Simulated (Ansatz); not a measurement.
# How fast states decay through Cs2LuTlF6

Aim: relax a made-up compound, Cs2LuTlF6, and see how good a tunnel barrier it would be. It is built by putting Lu for Y in the Cs2YTlF6 structure of space group Fm-3m, with the volume rescaled by atomic radii. The parent structure comes from the Materials Project.

Calculated with Ansatz 0.2.0; r2SCAN DFT, plane waves, PAW files, in the first sound run; inputs show where later runs differ.

The structure was built from a prototype and need not be the compound's stable phase.

## (1) The structure

Symmetry: Fm-3m, No. 225, cubic system. The conventional cell has a = 9.609 Å, b = 9.609 Å, c = 9.609 Å, α = 90.00°, β = 90.00°, γ = 90.00°. Nearest to Cs lie 12 F at 3.41 Å. Nearest to Lu lie 6 F at 2.16 Å. Nearest to Tl lie 6 F at 2.64 Å. Nearest to F lie 1 Lu at 2.16 Å and 1 Tl at 2.64 Å and 4 Cs at 3.41 Å. It derives from Cs2YTlF6. Lu for Y in the Cs2YTlF6 structure of space group Fm-3m. Farther neighbours and most contacts between anions are not listed.

## (2) Relaxing the new crystal

The substituted atoms don't fit the parent's cell, so cell and atoms relax together. A small smearing keeps the run stable in case the gap closes on the way.

Input file input.yaml:

```yaml
crystal:
  lattice:
    - [0.0, 4.804358001, 4.804358001]
    - [4.804358001, 0.0, 4.804358001]
    - [4.804358001, 4.804358001, 0.0]
  atoms:
    - { symbol: Cs, position: [0.75, 0.75, 0.75] }
    - { symbol: Cs, position: [0.25, 0.25, 0.25] }
    - { symbol: Lu, position: [0.0, 0.0, 0.0] }
    - { symbol: Tl, position: [0.5, 0.5, 0.5] }
    - { symbol: F, position: [0.77524952, 0.22475048, 0.22475048] }
    - { symbol: F, position: [0.22475048, 0.22475048, 0.77524952] }
    - { symbol: F, position: [0.22475048, 0.77524952, 0.77524952] }
    - { symbol: F, position: [0.22475048, 0.77524952, 0.22475048] }
    - { symbol: F, position: [0.77524952, 0.22475048, 0.77524952] }
    - { symbol: F, position: [0.77524952, 0.77524952, 0.22475048] }
kpoints:
  mp_grid: { grid: [4, 4, 4] }
scf:
  occupations: { method: gaussian, width: 0.03 }
hamiltonian:
  xc: r2scan
output:
  forces: true
  stress: true
relax:
  f_tol: 0.02
  max_steps: 60
  cell: {}
```

Run with:

```bash
$ ansatz run input.yaml --threads 2 --pin off --max-ram 4096MiB --backend cpu --events-out ev --progress --plain --runs-dir out
```

Numbers of over 12 decimals in the logs are rounded to 6 here.

The log of the run:

```text
Engine: ansatz 0.2.0, x86_64-unknown-linux-gnu
Pseudopotentials: kind: paw
Pseudopotential: Cs, paw, valence charge 9, recommended cutoff 500 eV (meta_gga), Cs.paw.azcp
Pseudopotential: Lu, paw, valence charge 25, recommended cutoff 500 eV (meta_gga), Lu.paw.azcp
Pseudopotential: Tl, paw, valence charge 13, recommended cutoff 500 eV (meta_gga), Tl.paw.azcp
Pseudopotential: F, paw, valence charge 7, recommended cutoff 500 eV (meta_gga), F.paw.azcp
Functional definition: r2SCAN
  parameter k0 = 0.174
  parameter k1 = 0.065
  parameter a1 = 4.9479
  exchange = r2scan_x(k0 = k0, k1 = k1, a1 = a1)
  correlation = r2scan_c
Crystal: 10 atoms, lattice volume = 221.787 Å³
Basis set: ecut = 500 eV, 5601 PW (Γ), exchange–correlation on 200×200×200 points (64 copies of the dense FFT grid, shifted against one another)
Bands: 59, of which v1, the nominal top of the filled ones, is band 49 counted from 1 (48 counted from 0)
Symmetry: 48 space group operations
Space group: Fm-3m (ITA 225), of the structure as read, at distance tolerance 6.1e-5 Å
k-points: 8 of 64
Non-local potential: Cs, projectors of the file, l = 0: 3, l = 1: 2, l = 2: 2, l = 3: 2
Non-local potential: Lu, projectors of the file, l = 0: 3, l = 1: 2, l = 2: 2, l = 3: 3
Non-local potential: Tl, projectors of the file, l = 0: 2, l = 1: 2, l = 2: 2, l = 3: 1
Non-local potential: F, projectors of the file, l = 0: 2, l = 1: 2, l = 2: 1
PAW form: soft (Blöchl's): semilocal exchange-correlation on the pseudo side does not see the compensation charge
PAW frozen core: Cs, regenerated for the run's functional (the file was generated under x = pbe(κ = 0.804, μ = 0.219515), c = pbe(β = 0.066725))
PAW frozen core: Lu, regenerated for the run's functional (the file was generated under x = pbe(κ = 0.804, μ = 0.219515), c = pbe(β = 0.066725))
PAW frozen core: Tl, regenerated for the run's functional (the file was generated under x = pbe(κ = 0.804, μ = 0.219515), c = pbe(β = 0.066725))
PAW frozen core: F, regenerated for the run's functional (the file was generated under x = pbe(κ = 0.804, μ = 0.219515), c = pbe(β = 0.066725))
PAW one-centre angular grid: Cs, 302 points (default); XC on 160 Gauss nodes
PAW one-centre angular grid: Lu, 974 points (default); XC on 160 Gauss nodes
PAW one-centre angular grid: Tl, 590 points (default); XC on 160 Gauss nodes
PAW one-centre angular grid: F, 302 points (default); XC on 160 Gauss nodes
Initial density: superposition of atomic densities (neutral atoms: chi_scale 0, normalization atom), corrected by the library's trained network
Initial wavefunctions: pseudopotential atomic-orbital guess
Functional: x = r2scan, c = r2scan; τ floored in thin density (d = 2e-4 eV/Å³)
SCF iter   1: F=—  HF=-42448.455016 eV  |F-HF|=—  |Δ(HF+E_count)|=         —  Δρ=7.87e-3  dr2=1.34e-1  dr2_τ=1.86e-1  ethr=1.77e-3  ⟨swp⟩=8.2  Hψ=2008  notcnv=0  defer=2
preconditioner: auto → Resta (q_TF=auto, 2.381 Å⁻¹)  ε∞=3.4  [insulator: Δε(μ)=5.411 eV  Ē_g=15.685 eV  σ=0.030 eV  W_gap=1.00  n_scr=58 (ndim 8)  ℏωp=24.4 eV  f_vac=0.107  D(μ)=0.00/eV (n_scr^D=0)  ε∞_Penn≈3.4]
SCF iter   2: F=—  HF=-42448.576798 eV  |F-HF|=—  |Δ(HF+E_count)|=   1.22e-1  Δρ=3.86e-3  dr2=2.39e-2  dr2_τ=5.27e-3  ethr=1.37e-4  ⟨swp⟩=3.6  Hψ=1096  notcnv=0  defer=8
SCF iter   3: F=—  HF=-42448.567060 eV  |F-HF|=—  |Δ(HF+E_count)|=   9.74e-3  Δρ=2.19e-3  dr2=7.47e-3  dr2_τ=8.60e-4  ethr=2.43e-5  ⟨swp⟩=3.0  Hψ=952  notcnv=0
automatic band count: iteration 3 solves 58 bands in place of 59: the levels show a gap, and the empty bands left out lie too high to hold charge; the band table lists the bands solved (type scf.n_extra_bands for more)
SCF iter   4: F=—  HF=-42448.564996 eV  |F-HF|=—  |Δ(HF+E_count)|=   2.06e-3  Δρ=9.55e-4  dr2=2.55e-3  dr2_τ=1.52e-4  ethr=7.62e-6  ⟨swp⟩=2.8  Hψ=943  notcnv=0
SCF iter   5: F=—  HF=-42448.564305 eV  |F-HF|=—  |Δ(HF+E_count)|=   6.92e-4  Δρ=2.58e-4  dr2=1.59e-4  dr2_τ=1.62e-5  ethr=2.60e-6  ⟨swp⟩=2.0  Hψ=678  notcnv=0
automatic band count: iteration 5 solves 57 bands in place of 58: the levels show a gap, and the empty bands left out lie too high to hold charge; the band table lists the bands solved (type scf.n_extra_bands for more)
SCF iter   6: F=—  HF=-42448.564304 eV  |F-HF|=—  |Δ(HF+E_count)|=   5.59e-7  Δρ=6.97e-5  dr2=2.06e-5  dr2_τ=9.49e-7  ethr=1.62e-7  ⟨swp⟩=2.0  Hψ=756  notcnv=0
SCF iter   7: F=—  HF=-42448.564200 eV  |F-HF|=—  |Δ(HF+E_count)|=   1.04e-4  Δρ=1.26e-5  dr2=5.40e-7  dr2_τ=5.67e-8  ethr=2.10e-8  ⟨swp⟩=2.0  Hψ=757  notcnv=0
SCF iter   8: F=—  HF=-42448.564201 eV  |F-HF|=—  |Δ(HF+E_count)|=   3.08e-7  Δρ=3.59e-6  dr2=3.33e-8  dr2_τ=2.79e-9  ethr=1.02e-10  ⟨swp⟩=5.1  Hψ=1955  notcnv=0
SCF iter   9: F=-42448.564201 eV  HF=-42448.564201 eV  |F-HF|=4.51e-10  |Δ(HF+E_count)|=   8.32e-9  Δρ=7.98e-7  dr2=1.15e-9  dr2_τ=2.30e-10  ethr=3.40e-11  ⟨swp⟩=4.0  Hψ=1657  notcnv=0
SCF 1 converged in 9 iterations: F = -42448.564201 eV  dr2 = 1.15e-9
  greatest PAW one-centre occupation: 0.996 electrons in one spin orbital (limit 2), on the Lu atom at site 2 (counted from 0), in its partial waves of l = 3
relax step   1: F+E_penalty+E_count = -42448.56420052 eV  Δ(F+E_penalty+E_count) = +0.000e0 eV  max|allowed force component| = 5.095e-1 eV/Å  Δτ_max = 0.0000 Å  P = -1.314 GPa  Ω = 221.787 Å³  (9 SCF iters, dr2 threshold 1.00e-7 eV, accepted)
Crystal: 10 atoms, lattice volume = 221.270 Å³
Initial density: handed on by an earlier stage of this run
Initial wavefunctions: those handed on with the density
iter 1 solved again at ethr=3.52e-5 eV; its pass at ethr=3.10e-3 eV (dr2=3.45e-2 eV) is discarded
SCF iter   1: F=—  HF=-42448.501867 eV  |F-HF|=—  |Δ(HF+E_count)|=         —  Δρ=6.15e-3  dr2=3.39e-2  dr2_τ=6.44e-1  ethr=3.52e-5  ⟨swp⟩=2.9  Hψ=1888  notcnv=0
automatic band count: iteration 1 solves 57 bands in place of 59: the levels show a gap, and the empty bands left out lie too high to hold charge; the band table lists the bands solved (type scf.n_extra_bands for more)
preconditioner: auto → Resta (q_TF=auto, 2.382 Å⁻¹)  ε∞=3.6  [insulator: Δε(μ)=5.248 eV  Ē_g=15.211 eV  σ=0.030 eV  W_gap=1.00  n_scr=58 (ndim 8)  ℏωp=24.5 eV  f_vac=0.111  D(μ)=0.00/eV (n_scr^D=0)  ε∞_Penn≈3.6]
SCF iter   2: F=—  HF=-42448.607583 eV  |F-HF|=—  |Δ(HF+E_count)|=   1.06e-1  Δρ=2.47e-3  dr2=5.06e-3  dr2_τ=9.72e-4  ethr=3.46e-5  ⟨swp⟩=3.0  Hψ=958  notcnv=0
SCF iter   3: F=—  HF=-42448.606997 eV  |F-HF|=—  |Δ(HF+E_count)|=   5.86e-4  Δρ=1.03e-3  dr2=1.06e-3  dr2_τ=2.03e-4  ethr=5.16e-6  ⟨swp⟩=2.0  Hψ=880  notcnv=0
SCF iter   4: F=—  HF=-42448.606565 eV  |F-HF|=—  |Δ(HF+E_count)|=   4.32e-4  Δρ=4.30e-4  dr2=1.60e-4  dr2_τ=2.88e-5  ethr=1.08e-6  ⟨swp⟩=2.0  Hψ=847  notcnv=0
SCF iter   5: F=—  HF=-42448.606448 eV  |F-HF|=—  |Δ(HF+E_count)|=   1.17e-4  Δρ=1.48e-4  dr2=3.32e-5  dr2_τ=3.84e-6  ethr=1.64e-7  ⟨swp⟩=2.0  Hψ=728  notcnv=0
SCF iter   6: F=—  HF=-42448.606440 eV  |F-HF|=—  |Δ(HF+E_count)|=   8.01e-6  Δρ=5.92e-5  dr2=6.75e-6  dr2_τ=6.57e-7  ethr=3.39e-8  ⟨swp⟩=2.0  Hψ=826  notcnv=0
SCF iter   7: F=-42448.606440 eV  HF=-42448.606440 eV  |F-HF|=7.84e-8  |Δ(HF+E_count)|=   1.46e-7  Δρ=1.13e-5  dr2=4.82e-7  dr2_τ=2.05e-8  ethr=1.02e-9  ⟨swp⟩=3.9  Hψ=1935  notcnv=0
SCF 2 converged in 7 iterations: F = -42448.606440 eV  dr2 = 4.82e-7
relax step   2: F+E_penalty+E_count = -42448.60643969 eV  Δ(F+E_penalty+E_count) = -4.224e-2 eV  max|allowed force component| = 2.091e-1 eV/Å  Δτ_max = 0.0419 Å  P = +0.052 GPa  Ω = 221.270 Å³  energy of the carried Pulay correction = +2.078e-4 eV  (7 SCF iters, dr2 threshold 1.00e-6 eV, accepted)
Crystal: 10 atoms, lattice volume = 219.084 Å³
iter 1 solved again at ethr=8.42e-6 eV; its pass at ethr=3.10e-3 eV (dr2=8.25e-3 eV) is discarded
SCF iter   1: F=—  HF=-42448.612057 eV  |F-HF|=—  |Δ(HF+E_count)|=         —  Δρ=2.65e-3  dr2=8.76e-3  dr2_τ=1.02e-1  ethr=8.42e-6  ⟨swp⟩=2.6  Hψ=2119  notcnv=0
automatic band count: iteration 1 solves 57 bands in place of 59: the levels show a gap, and the empty bands left out lie too high to hold charge; the band table lists the bands solved (type scf.n_extra_bands for more)
preconditioner: auto → Resta (q_TF=auto, 2.386 Å⁻¹)  ε∞=3.6  [insulator: Δε(μ)=5.237 eV  Ē_g=15.268 eV  σ=0.030 eV  W_gap=1.00  n_scr=58 (ndim 8)  ℏωp=24.6 eV  f_vac=0.107  D(μ)=0.00/eV (n_scr^D=0)  ε∞_Penn≈3.6]
SCF iter   2: F=—  HF=-42448.617226 eV  |F-HF|=—  |Δ(HF+E_count)|=   5.17e-3  Δρ=9.88e-4  dr2=8.91e-4  dr2_τ=1.92e-4  ethr=8.42e-6  ⟨swp⟩=2.9  Hψ=898  notcnv=0
SCF iter   3: F=—  HF=-42448.616998 eV  |F-HF|=—  |Δ(HF+E_count)|=   2.28e-4  Δρ=3.55e-4  dr2=1.18e-4  dr2_τ=2.36e-5  ethr=9.09e-7  ⟨swp⟩=2.0  Hψ=816  notcnv=0
SCF iter   4: F=—  HF=-42448.616991 eV  |F-HF|=—  |Δ(HF+E_count)|=   7.39e-6  Δρ=1.02e-4  dr2=9.86e-6  dr2_τ=1.95e-6  ethr=1.20e-7  ⟨swp⟩=2.0  Hψ=848  notcnv=0
SCF iter   5: F=—  HF=-42448.616994 eV  |F-HF|=—  |Δ(HF+E_count)|=   2.77e-6  Δρ=3.16e-5  dr2=1.54e-6  dr2_τ=2.46e-7  ethr=1.01e-8  ⟨swp⟩=2.0  Hψ=847  notcnv=0
SCF iter   6: F=-42448.616992 eV  HF=-42448.616992 eV  |F-HF|=1.31e-8  |Δ(HF+E_count)|=   1.78e-6  Δρ=1.55e-5  dr2=4.06e-7  dr2_τ=4.16e-8  ethr=1.02e-9  ⟨swp⟩=5.0  Hψ=1825  notcnv=0
SCF 3 converged in 6 iterations: F = -42448.616992 eV  dr2 = 4.06e-7
relax step   3: F+E_penalty+E_count = -42448.61699179 eV  Δ(F+E_penalty+E_count) = -1.055e-2 eV  max|allowed force component| = 9.548e-3 eV/Å  Δτ_max = 0.0166 Å  P = -0.013 GPa  Ω = 219.084 Å³  energy of the carried Pulay correction = +1.095e-3 eV  (6 SCF iters, dr2 threshold 1.00e-6 eV, accepted)
Initial wavefunctions: pseudopotential atomic-orbital guess (no wavefunctions were taken with the density)
iter 1 solved again at ethr=4.12e-8 eV; its pass at ethr=3.10e-3 eV (dr2=4.04e-5 eV) is discarded
SCF iter   1: F=—  HF=-42448.615937 eV  |F-HF|=—  |Δ(HF+E_count)|=         —  Δρ=4.07e-5  dr2=6.96e-7  dr2_τ=1.43e-6  ethr=4.12e-8  ⟨swp⟩=3.9  Hψ=3662  notcnv=0
preconditioner: auto → Resta (q_TF=auto, 2.386 Å⁻¹)  ε∞=3.5  [insulator: Δε(μ)=5.221 eV  Ē_g=15.494 eV  σ=0.030 eV  W_gap=1.00  n_scr=58 (ndim 8)  ℏωp=24.6 eV  f_vac=0.107  D(μ)=0.00/eV (n_scr^D=0)  ε∞_Penn≈3.5]
SCF iter   2: F=—  HF=-42448.615853 eV  |F-HF|=—  |Δ(HF+E_count)|=   8.40e-5  Δρ=2.09e-5  dr2=1.88e-7  dr2_τ=1.79e-7  ethr=7.10e-10  ⟨swp⟩=2.0  Hψ=864  notcnv=0
SCF iter   3: F=—  HF=-42448.615853 eV  |F-HF|=—  |Δ(HF+E_count)|=   2.92e-7  Δρ=5.65e-6  dr2=3.78e-8  dr2_τ=7.41e-9  ethr=1.92e-10  ⟨swp⟩=2.0  Hψ=832  notcnv=0
SCF iter   4: F=—  HF=-42448.615853 eV  |F-HF|=—  |Δ(HF+E_count)|=   2.01e-8  Δρ=1.88e-6  dr2=5.33e-9  dr2_τ=4.84e-10  ethr=3.86e-11  ⟨swp⟩=2.0  Hψ=864  notcnv=0
SCF iter   5: F=—  HF=-42448.615853 eV  |F-HF|=—  |Δ(HF+E_count)|=   4.15e-9  Δρ=7.31e-7  dr2=8.49e-10  dr2_τ=1.21e-10  ethr=5.43e-12  ⟨swp⟩=2.0  Hψ=856  notcnv=0
SCF iter   6: F=-42448.615853 eV  HF=-42448.615853 eV  |F-HF|=1.46e-11  |Δ(HF+E_count)|=  5.60e-10  Δρ=1.56e-7  dr2=3.09e-11  dr2_τ=4.35e-12  ethr=1.00e-12  ⟨swp⟩=3.8  Hψ=2174  notcnv=0
SCF 4 converged in 6 iterations: F = -42448.615853 eV  dr2 = 3.09e-11
relax step   4: F+E_penalty+E_count = -42448.61585318 eV  Δ(F+E_penalty+E_count) = +1.139e-3 eV  max|allowed force component| = 9.627e-3 eV/Å  Δτ_max = 0.0000 Å  P = -0.009 GPa  Ω = 219.084 Å³  stress off target by 8.62e-3 GPa  SCF on the basis re-selected at this cell (its energy is not comparable with the rows above)  (6 SCF iters)
basis re-selected at this cell: Δ(F+E_penalty+E_count) = +1.139e-3 eV, ΔP = +0.004 GPa vs the last step (what re-selecting the basis moved, of the pressure what is left beyond the Pulay correction that the steps carried, after the strain that the cell walked since its last selection, with what the two solves' SCF thresholds leave and, on support functions, any second-order correction that the steps lacked; it is no m [...]
SCF converged after 6 iterations
Free energy (F): -42448.615853 eV
Harris-Foulkes:  -42448.615853 eV  (|F-HF|=1.46e-11)
Internal energy: -42448.615853 eV  (E = F + TS)
E sigma→0 (E₀):  -42448.615853 eV
Fermi energy:    6.779378 eV
--- Per-component energies (eV) ---
  E_band       = -503.358038
  E_kinetic    = 2287.414127
  E_local      = -15352.498515  (includes V_loc(G=0)·N_el)
  E_nonlocal   = 1385.354461
  E_hartree    = 6439.874112
  E_xc         = -1239.377734
  E_vxc        = -1430.432866  (∫ρ·V_xc dr)
  E_paw        = -28976.767625  (= ΣΔE_a)
  E_vpaw       = -367.193340  (= ΣTr[D̂ρ^β])
  E_aug_tail   = 0.006274  (compensation charges beyond the density's cutoff)
  E_vtau       = 94.243697  (kinetic-family band-sum trace: ∫τ·v_τ [+ j·A + Jᵃ·Aᵃ] dr)
  E_ewald      = -6994.249647
  E_core_change = 1.628693  (= ΣΔE_core)
  E_smearing   = -0.000000  (= −TS)
  E_closure    = 0.000000  (closes the sum)
  Σ components = -42448.615853   (vs F -42448.615853, Δ=0.00e0)
--- Forces (eV/Å), atoms counted from 1 ---
  atom   1  Cs    -0.00000000    -0.00000000     0.00000000
  atom   2  Cs     0.00000000     0.00000000     0.00000000
  atom   3  Lu    -0.00000000    -0.00000000    -0.00000000
  atom   4  Tl     0.00000000     0.00000000     0.00000000
  atom   5  F     -0.00962703    -0.00000000     0.00000000
  atom   6  F      0.00000000    -0.00000000    -0.00962703
  atom   7  F      0.00962703     0.00000000    -0.00000000
  atom   8  F     -0.00000000    -0.00962703     0.00000000
  atom   9  F      0.00000000     0.00962703     0.00000000
  atom  10  F     -0.00000000     0.00000000     0.00962703
  max |Σ_I F_I| component: 6.94e-18 eV/Å
--- Stress (GPa, compression-positive) ---
       -0.008622      -0.000000      -0.000000
       -0.000000      -0.008622      -0.000000
       -0.000000      -0.000000      -0.008622
  P = ⅓ Tr σ = -0.0086 GPa (-0.086 kbar)
--- Relaxed structure (3 steps of the walk, 3 accepted, 1 SCFs on fresh bases) ---
  F+E_penalty+E_count = -42448.61585318 eV   max|allowed force component| = 9.627e-3 eV/Å   (the final SCF, on the basis selected at the relaxed cell)
  cell:  # Å, volume = 219.0839 Å³
    - [0, 4.784760, 4.784760]
    - [4.784760, 0, 4.784760]
    - [4.784760, 4.784760, 0]
  atoms:
    - { symbol: Cs, position: [0.750000, 0.750000, 0.750000] }
    - { symbol: Cs, position: [0.25, 0.25, 0.25] }
    - { symbol: Lu, position: [2.888583199862684e-19, 1.4442915999313394e-19, -1.4442915999313462e-19] }
    - { symbol: Tl, position: [0.5, 0.5, 0.5] }
    - { symbol: F, position: [0.777882, 0.222118, 0.222118] }
    - { symbol: F, position: [0.222118, 0.222118, 0.777882] }
    - { symbol: F, position: [0.222118, 0.777882, 0.777882] }
    - { symbol: F, position: [0.222118, 0.777882, 0.222118] }
    - { symbol: F, position: [0.777882, 0.222118, 0.777882] }
    - { symbol: F, position: [0.777882, 0.777882, 0.222118] }
```

It took 23 s on 2 threads of Intel Xeon Platinum 8488C (Sapphire Rapids), shared host; peak memory 1.2 GiB.

Relaxation path:

| step | energy less that of the first step (eV) | largest force component (eV/Å) | pressure (GPa) | volume (Å³) |
| --- | --- | --- | --- | --- |
| 1 | 0.0000 | 0.5095 | -1.31 | 221.79 |
| 2 | -0.0422 | 0.2091 | 0.05 | 221.27 |
| 3 | -0.0528 | 0.0095 | -0.01 | 219.08 |
| 4* | -0.0517 | 0.0096 | -0.01 | 219.08 |

Relaxation steps marked * repeat the geometry before them on a plane-wave basis chosen anew for their cell, so energy and pressure can jump there.

Forces are held to the 48 operations that the run works with; a distortion that breaks them can't arise in this run.

```
conventional cell, symmetrised  before  after  change
                         a (Å)   9.609  9.570  -0.4 %
                         b (Å)   9.609  9.570  -0.4 %
                         c (Å)   9.609  9.570  -0.4 %
              volume (Å³/atom)   22.18  21.91  -1.2 %
```

The atoms that moved most (Å, as changes of fractional coordinates times the final cell):

```csv
atom,dx,dy,dz,length
F5,-0.025,0.000,0.000,0.025
F6,0.000,0.000,-0.025,0.025
F7,0.025,0.000,0.000,0.025
F8,0.000,-0.025,0.000,0.025
F9,0.000,0.025,0.000,0.025
F10,0.000,0.000,0.025,0.025
```

Final coordinates:

```cif
data_structure
_symmetry_space_group_name_H-M 'P 1'
_symmetry_Int_Tables_number 1
_cell_length_a 6.7667
_cell_length_b 6.7667
_cell_length_c 6.7667
_cell_angle_alpha 60.000
_cell_angle_beta 60.000
_cell_angle_gamma 60.000
_cell_volume 219.08
loop_
_atom_site_label
_atom_site_type_symbol
_atom_site_fract_x
_atom_site_fract_y
_atom_site_fract_z
_atom_site_occupancy
Cs1 Cs 0.75000 0.75000 0.75000 1
Cs2 Cs 0.25000 0.25000 0.25000 1
Lu3 Lu 0.00000 0.00000 0.00000 1
Tl4 Tl 0.50000 0.50000 0.50000 1
F5 F 0.77788 0.22212 0.22212 1
F6 F 0.22212 0.22212 0.77788 1
F7 F 0.22212 0.77788 0.77788 1
F8 F 0.22212 0.77788 0.22212 1
F9 F 0.77788 0.22212 0.77788 1
F10 F 0.77788 0.77788 0.22212 1
```

This step gave:

| Item | Value |
| --- | --- |
| free energy | -42448.6159 eV |
| Fermi energy | 6.779 eV |
| pressure | -0.008622 GPa |

The largest force component on a free atom ends at 0.0096 eV/Å.

[end of part 1 of 3]

[Logs are printed without paths, hosts, clocks, repeated set-up lines and the standing remarks that a program may print on its own settings, such as how far it seeks lower states.]

[Hosts, paths, dates, database ids (printed as entryN), source tags and the programs' standing remarks are cut or masked in the printed files.]
